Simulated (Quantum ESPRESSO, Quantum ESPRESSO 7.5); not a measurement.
# Work function and surface energy of Na(100) against thickness

How thick must a slab of Na(100) be?

Main program and level: Quantum ESPRESSO 7.5; plane-wave DFT, PBE, GBRV ultrasoft pseudopotentials.

**What experiment says.**

For Na (polycrystalline sample, no single face), “Anisotropic work function of elemental crystals” (2019, arxiv:1902.07811) quotes earlier work: work function, loosely compared (polycrystalline sample, no single face) 2.75 eV.

Report form: the programs' logs are mostly left out.

## 1. The structure

The cell holds 8 atoms: 8 Na. Cell: a = 4.230 Å, b = 4.230 Å, c = 29.805 Å, α = 90.0°, β = 90.0°, γ = 90.0°. It derives from Na. Vacuum lies along c.

As a file:

```
CELL_PARAMETERS angstrom
4.23000 0.00000 0.00000
0.00000 4.23000 0.00000
0.00000 0.00000 29.80500
ATOMIC_POSITIONS crystal
Na 0.50000 0.50000 0.25164
Na 0.00000 0.00000 0.32260
Na 0.50000 0.50000 0.39356
Na 0.00000 0.00000 0.46452
Na 0.50000 0.50000 0.53548
Na 0.00000 0.00000 0.60644
Na 0.50000 0.50000 0.67740
Na 0.00000 0.00000 0.74836
```

## 2. Running the series

ASE writes the inputs, starts pw.x and reads the results. Under ESM bc1 the zero of energy of a symmetric slab is the vacuum, so the work function is minus the Fermi level.

Input file run.py:

```python
import json
import numpy as np
from ase.build import bcc100
from ase.calculators.espresso import Espresso, EspressoProfile

profile = EspressoProfile(command='mpirun -n 4 pw.x -nk 4', pseudo_dir='../pseudo')
pseudopotentials = {'Na': 'na_pbe_v1.5.uspp.F.UPF'}
system = {'ecutwfc': 40, 'ecutrho': 200, 'occupations': 'smearing', 'smearing': 'mv', 'degauss': 0.02}


def calculator(name, kpts, **extra):
    data = dict(control=dict(tprnfor=True, verbosity='high', disk_io='none'),
                system=system | extra,
                electrons=dict(conv_thr=1e-07, mixing_beta=0.4, mixing_mode='local-TF',
                               electron_maxstep=100))
    return Espresso(profile=profile, directory=name, pseudopotentials=pseudopotentials, kpts=kpts, input_data=data)


def centre(atoms):
    z = atoms.positions[:, 2]
    atoms.positions[:, 2] -= (z.max() + z.min()) / 2  # ESM wants the slab about z = 0
    return atoms


rows = []
for n in [3, 4, 5, 6, 7, 8]:
    slab = centre(bcc100('Na', size=(1, 1, n), a=4.23, vacuum=7.5, periodic=True))
    slab.set_initial_magnetic_moments([0.0] * n)
    slab.calc = calculator(f'n{n}', (8, 8, 1), assume_isolated='esm', esm_bc='bc1')
    energy = slab.get_potential_energy()
    work = -slab.calc.get_fermi_level()
    force = slab.get_forces()[-1, 2]
    rows.append([n, energy, work, force])
    print(f'{n} layers: E = {energy:.5f} eV, work function {work:.3f} eV, force on the top atom {force:+.3f} eV/A')

n, energy = np.array(rows)[:, :2].T
slope, offset = np.polyfit(n[1:], energy[1:], 1)
area = np.linalg.norm(np.cross(*slab.cell[:2]))
gamma = offset / (2 * area) * 16.0218
print(f'bulk energy from the slope {slope:.5f} eV an atom; unrelaxed surface energy {gamma:.3f} J/m^2')
json.dump(dict(rows=rows, slope=slope, gamma=gamma), open('result.json', 'w'))
```

Started as:

```
$ OMP_NUM_THREADS=1 python run.py
```

Run time: 6.6 min. Hardware: 4 MPI ranks of Arm Neoverse V2, shared host; peak memory 1.3 GiB.

This step gave:

```
surface energy                     : 0.2188 J/m²
work function of the thickest slab : 2.641 eV
```

The work function by layers:

```tsv
layers	work function (eV)
3.00	2.62
4.00	2.71
5.00	2.57
6.00	2.68
7.00	2.64
8.00	2.64
```

The force on the top atom along the normal by layers:

```tsv
layers	force on the top atom along the normal (eV/Å)
3.00	-0.0349
4.00	-0.0194
5.00	-0.0212
6.00	-0.0105
7.00	-0.0148
8.00	-0.00989
```

Table of energy less the bulk line's slope by layers:

```tsv
layers	energy less the bulk line's slope (meV)
3.00	479
4.00	484
5.00	498
6.00	482
7.00	495
8.00	485
```

## 3. The script: PBEsol, GBRV ultrasoft

Level of this step: plane-wave DFT, PBEsol, GBRV ultrasoft pseudopotentials (Quantum ESPRESSO 7.5).

run.py, as its differences from the input of step 2:

```diff
@@ -6,3 +6,3 @@
 profile = EspressoProfile(command='mpirun -n 4 pw.x -nk 4', pseudo_dir='../pseudo')
-pseudopotentials = {'Na': 'na_pbe_v1.5.uspp.F.UPF'}
+pseudopotentials = {'Na': 'na_pbesol_v1.5.uspp.F.UPF'}
 system = {'ecutwfc': 40, 'ecutrho': 200, 'occupations': 'smearing', 'smearing': 'mv', 'degauss': 0.02}
```

Started as:

```
$ OMP_NUM_THREADS=1 python run.py
```

Wall time 6.4 min (4 MPI ranks); peak memory 1.3 GiB; 26 min of CPU time.

Read from the output:

| Property | Result |
| --- | --- |
| surface energy | 0.2390 J/m² |
| work function of the thickest slab | 2.654 eV |

The work function by layers:

```tsv
layers	work function (eV)
3.00	2.62
4.00	2.72
5.00	2.59
6.00	2.69
7.00	2.66
8.00	2.65
```

Table of force on the top atom along the normal by layers:

```tsv
layers	force on the top atom along the normal (eV/Å)
3.00	-0.0495
4.00	-0.0353
5.00	-0.0245
6.00	-0.0155
7.00	-0.0286
8.00	-0.0286
```

The energy less the bulk line's slope by layers:

```tsv
layers	energy less the bulk line's slope (meV)
3.00	525
4.00	529
5.00	543
6.00	527
7.00	540
8.00	531
```

## 4. The arithmetic

γ = (E_N − N e_bulk)/(2A). The excess of the thickest slab is 0.485 eV and A = 17.893 Å²: 0.485/(2 × 17.893) × 16.02 = 0.22 J/m² (1 eV/Å² = 16.02 J/m²); the fit's intercept gives 0.22.

## 5. Results

| Item | Value |
| --- | --- |
| work function of the thickest slab, PBE, GBRV ultrasoft | 2.64 eV |
| unrelaxed surface energy, PBE, GBRV ultrasoft | 0.22 J/m² |
| work function of the thickest slab, PBEsol, GBRV ultrasoft | 2.65 eV |
| unrelaxed surface energy, PBEsol, GBRV ultrasoft | 0.24 J/m² |

The thickest slab gives a work function of 2.64 eV and the series an unrelaxed surface energy of 0.22 J/m² (PBE, GBRV ultrasoft). The work function swings by 0.13 eV over 3 to 8 layers and by 0.00 eV over the last step; confined states crossing the Fermi level and the finite mesh both contribute. From 6 layers on it stays within 0.1 eV. The top atom feels almost no force. The slabs are cut from the bulk at the tabulated lattice constant and not relaxed; the surface energy comes from a straight line through the energies of all but the thinnest slab.

Computed beside measured:

| quantity | measured | PBE, GBRV | PBEsol, GBRV |
| --- | --- | --- | --- |
| work function, loosely compared (polycrystalline sample, no single face) (eV) | 2.75 | 2.64 (-0.11 eV) | 2.65 (-0.10 eV) |

Measured values from arxiv:1902.07811 (2019).

**Verdict.** A polycrystal averages over faces, so this is a loose comparison.

[Logs are printed without paths, hosts, clocks, repeated set-up lines and the standing remarks that a program may print on its own settings, such as how far it seeks lower states.]

[Hosts, paths, dates, database ids (printed as entryN), source tags and the programs' standing remarks are cut or masked in the printed files.]

[Maps of the electrostatic potential energy from Ansatz leave out the sawtooth potential of an applied field or a dipole correction, so their vacuum need not be flat; planar profiles and work functions include it.]
